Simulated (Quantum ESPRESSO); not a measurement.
## BP (F-43m) under biaxial strain: a fit and a test

How do the zone-centre modes of BP (F-43m) move in a layer strained in its (001) plane?

Main program and level: Quantum ESPRESSO 7.5; DFT LDA, scalar-relativistic, plane waves, PseudoDojo norm-conserving pseudopotentials.

## Step 1: The relaxed structure

Symmetry: F-43m, No. 216, cubic system. Conventional cell: a = 4.487 Å, b = 4.487 Å, c = 4.487 Å, α = 90.00°, β = 90.00°, γ = 90.00°. B has 4 P at 1.94 Å nearest. P has 4 B at 1.94 Å nearest. Farther neighbours are not listed.

This is the cell after its relaxation at this level of theory, not the database cell from which that began.

## Step 2: Strained cells

The in-plane lattice vectors are held at a strain ε, as on a substrate; the length along z is set so that σ_zz vanishes; symmetry keeps the atoms on their sites. Modes are taken without the LO-TO term. Cutoff 84 Ry, k mesh 12×12×12.

From the response at ε = -0.03:

Log:

```text
[banners, grids, parts of the stress and lines that vanish by symmetry left out]
Program PHONON v.7.5
     Reading xml data from directory:

[...]
Exchange-correlation= PW
                           (   1   4   0   0   0   0   0)
[...]
kinetic-energy cut-off    =      84.0000  Ry
     charge density cut-off    =     336.0000  Ry
     convergence threshold     =      1.0E-18
[...]
Exchange-correlation= PW
                           (   1   4   0   0   0   0   0)
[...]
q = (   0.0000000   0.0000000   0.0000000 )
      9 Sym.Ops. (with q -> -q+G )
     G cutoff =  301.1857  (  15085 G-vectors)     FFT grid: ( 36, 36, 36)
     number of k points=   163
[...]
Mode symmetry, D_2d (-42m) point group:
[...]
Dielectric constant
[...]
End of electric fields calculation
          Dielectric constant in cartesian axis
          (       8.969233437      -0.000000000       0.000000000 )
          (       0.000000000       8.969233437       0.000000000 )
          (      -0.000000000       0.000000000       9.626125041 )
          Effective charges (d Force / dE) in cartesian axis without acoustic sum rule applied (asr)
           atom    1  B     Mean Z*:       -0.79407
      Ex  (       -0.80554       -0.00000        0.00000 )
      Ey  (        0.00000       -0.80554       -0.00000 )
      Ez  (       -0.00000       -0.00000       -0.77114 )
           atom    2  P     Mean Z*:        0.79046
      Ex  (        0.80153        0.00000        0.00000 )
      Ey  (       -0.00000        0.80153        0.00000 )
      Ez  (        0.00000        0.00000        0.76830 )
          Effective charges Sum: Mean:       -0.00362
[...]
Effective charges (d Force / dE) in cartesian axis with asr applied:
           atom    1  B     Mean Z*:       -0.79226
[...]
atom    2  P     Mean Z*:        0.79226
[...]
Representation #   1 mode #   1
[...]
End of self-consistent calculation
     Convergence has been achieved
     Representation #   2 mode #   2
[...]
End of self-consistent calculation
     Convergence has been achieved
     Representation #   3 modes #   3   4
[...]
End of self-consistent calculation
     Convergence has been achieved
     Representation #   4 modes #   5   6
[...]
End of self-consistent calculation
     Convergence has been achieved
[...]
Dielectric constant in cartesian axis
          (       8.969233437      -0.000000000       0.000000000 )
          (       0.000000000       8.969233437       0.000000000 )
          (      -0.000000000       0.000000000       9.626125041 )
          Effective charges (d Force / dE) in cartesian axis without acoustic sum rule applied (asr)
           atom    1  B     Mean Z*:       -0.79407
      Ex  (       -0.80554       -0.00000        0.00000 )
      Ey  (        0.00000       -0.80554       -0.00000 )
      Ez  (       -0.00000       -0.00000       -0.77114 )
           atom    2  P     Mean Z*:        0.79046
      Ex  (        0.80153        0.00000        0.00000 )
      Ey  (       -0.00000        0.80153        0.00000 )
      Ez  (        0.00000        0.00000        0.76830 )
          Effective charges Sum: Mean:       -0.00362
[...]
Effective charges (d Force / dE) in cartesian axis with asr applied:
           atom    1  B     Mean Z*:       -0.79226
[...]
atom    2  P     Mean Z*:        0.79226
[...]
q = (    0.000000000   0.000000000   0.000000000 )
[...]
freq (    1) =      -0.014094 [THz] =      -0.470141 [cm-1]
     freq (    2) =      -0.008069 [THz] =      -0.269155 [cm-1]
     freq (    3) =      -0.008069 [THz] =      -0.269155 [cm-1]
     freq (    4) =      25.718889 [THz] =     857.889801 [cm-1]
     freq (    5) =      25.718889 [THz] =     857.889801 [cm-1]
     freq (    6) =      25.763530 [THz] =     859.378864 [cm-1]
[...]
Mode symmetry, D_2d (-42m) point group:
     freq (   1-   1) =         -0.5  [cm-1]   --> B_2  X_3  W_2   I+R
     freq (   2-   3) =         -0.3  [cm-1]   --> E    X_5  W_3   I+R
     freq (   4-   5) =        857.9  [cm-1]   --> E    X_5  W_3   I+R
     freq (   6-   6) =        859.4  [cm-1]   --> B_2  X_3  W_2   I+R

   JOB DONE.
```

The run at ε = -0.02 is held back.

```csv
ε,ε_zz,"σ_xx (GPa, tension positive)",singlet (cm⁻¹),doublet (cm⁻¹)
-0.03,0.0138,-13.42,859.38,857.89
-0.02,0.0092,-8.64,held back,held back
-0.01,0.0046,-4.17,833.52,833.85
0,0.0000,0.01,821.16,821.16
0.01,-0.0046,3.90,809.19,808.07
0.02,-0.0093,7.53,797.68,794.64
```

## Step 3: The fit

Parabolas ω = ω₀ + a ε + b ε² through the other rows:

```csv
mode,ω₀ (cm⁻¹),a (cm⁻¹),b (cm⁻¹)
singlet,821.2,-1214,1990
doublet,821.2,-1286,-2058
```

The biaxial modulus, the linear term of σ_xx, is 404 GPa, so the singlet mode moves by a/M = -3.0 cm⁻¹ a GPa of tensile stress. The ratio −ε_zz/ε near zero is 0.46. For ε = -0.02 the fits predict 846.25 and 846.07 cm⁻¹.

## Step 4: The run that was held back

Log:

```text
[banners, grids, parts of the stress and lines that vanish by symmetry left out]
[banner, memory and clock lines left out]
Program PHONON v.7.5

[...]
Exchange-correlation= PW
                           (   1   4   0   0   0   0   0)
[...]
kinetic-energy cut-off    =      84.0000  Ry
     charge density cut-off    =     336.0000  Ry
     convergence threshold     =      1.0E-18
[...]
Exchange-correlation= PW
                           (   1   4   0   0   0   0   0)
[...]
q = (   0.0000000   0.0000000   0.0000000 )
      9 Sym.Ops. (with q -> -q+G )
     G cutoff =  302.7437  (  15409 G-vectors)     FFT grid: ( 36, 36, 36)
     number of k points=   163
[...]
Mode symmetry, D_2d (-42m) point group:
[...]
Dielectric constant
[...]
End of electric fields calculation
          Dielectric constant in cartesian axis
          (       9.021408222       0.000000000       0.000000000 )
          (       0.000000000       9.021408222      -0.000000000 )
          (       0.000000000      -0.000000000       9.458986984 )
          Effective charges (d Force / dE) in cartesian axis without acoustic sum rule applied (asr)
           atom    1  B     Mean Z*:       -0.74428
      Ex  (       -0.75244        0.00000       -0.00000 )
      Ey  (       -0.00000       -0.75244        0.00000 )
      Ez  (       -0.00000        0.00000       -0.72797 )
           atom    2  P     Mean Z*:        0.74063
      Ex  (        0.74856       -0.00000        0.00000 )
      Ey  (       -0.00000        0.74856        0.00000 )
      Ez  (       -0.00000       -0.00000        0.72476 )
[...]
Convergence has been achieved
     Representation #   4 modes #   5   6
[...]
End of self-consistent calculation
     Convergence has been achieved
[...]
Dielectric constant in cartesian axis
          (       9.021408222       0.000000000       0.000000000 )
          (       0.000000000       9.021408222      -0.000000000 )
          (       0.000000000      -0.000000000       9.458986984 )
          Effective charges (d Force / dE) in cartesian axis without acoustic sum rule applied (asr)
           atom    1  B     Mean Z*:       -0.74428
      Ex  (       -0.75244        0.00000       -0.00000 )
      Ey  (       -0.00000       -0.75244        0.00000 )
      Ez  (       -0.00000        0.00000       -0.72797 )
           atom    2  P     Mean Z*:        0.74063
      Ex  (        0.74856       -0.00000        0.00000 )
      Ey  (       -0.00000        0.74856        0.00000 )
      Ez  (       -0.00000       -0.00000        0.72476 )
          Effective charges Sum: Mean:       -0.00366
[...]
Effective charges (d Force / dE) in cartesian axis with asr applied:
           atom    1  B     Mean Z*:       -0.74246
[...]
atom    2  P     Mean Z*:        0.74246
[...]
q = (    0.000000000   0.000000000   0.000000000 )
[...]
freq (    1) =      -0.015183 [THz] =      -0.506435 [cm-1]
     freq (    2) =      -0.012242 [THz] =      -0.408348 [cm-1]
     freq (    3) =      -0.012242 [THz] =      -0.408348 [cm-1]
     freq (    4) =      25.365303 [THz] =     846.095437 [cm-1]
     freq (    5) =      25.365303 [THz] =     846.095437 [cm-1]
     freq (    6) =      25.370220 [THz] =     846.259453 [cm-1]
[...]
Mode symmetry, D_2d (-42m) point group:
     freq (   1-   1) =         -0.5  [cm-1]   --> B_2  X_3  W_2   I+R
     freq (   2-   3) =         -0.4  [cm-1]   --> E    X_5  W_3   I+R
     freq (   4-   5) =        846.1  [cm-1]   --> E    X_5  W_3   I+R
     freq (   6-   6) =        846.3  [cm-1]   --> B_2  X_3  W_2   I+R
```

It gives 846.26 and 846.10 cm⁻¹.

## Step 5: Summary of results

| Property | Result |
| --- | --- |
| strain coefficient of the singlet mode | -1214 cm⁻¹ |
| strain coefficient of the doublet mode | -1286 cm⁻¹ |
| biaxial modulus | 404 GPa |

In words: One per cent of tensile strain moves the singlet mode of BP (F-43m) by -12.1 cm⁻¹ and the doublet mode by -12.9 cm⁻¹; the fits miss the run held back by up to 0.03 cm⁻¹. At 3 % strain the quadratic term is 5 % of the linear one for the singlet mode and 5 % for the doublet mode. Runs of the series that gave no result are left out: biax0.03-ph (refused). In a polar crystal the line seen along z is the LO mode, whose shift differs. These are harmonic values at zero temperature, without the LO-TO term, for a homogeneous, dislocation-free layer.

[Host names and launcher messages were left out of these logs when they were recorded.]

[Logs are printed without paths, hosts, clocks, repeated set-up lines and the standing remarks that a program may print on its own settings, such as how far it seeks lower states.]

[Hosts, paths, dates, database ids (printed as entryN), source tags and the programs' standing remarks are cut or masked in the printed files.]
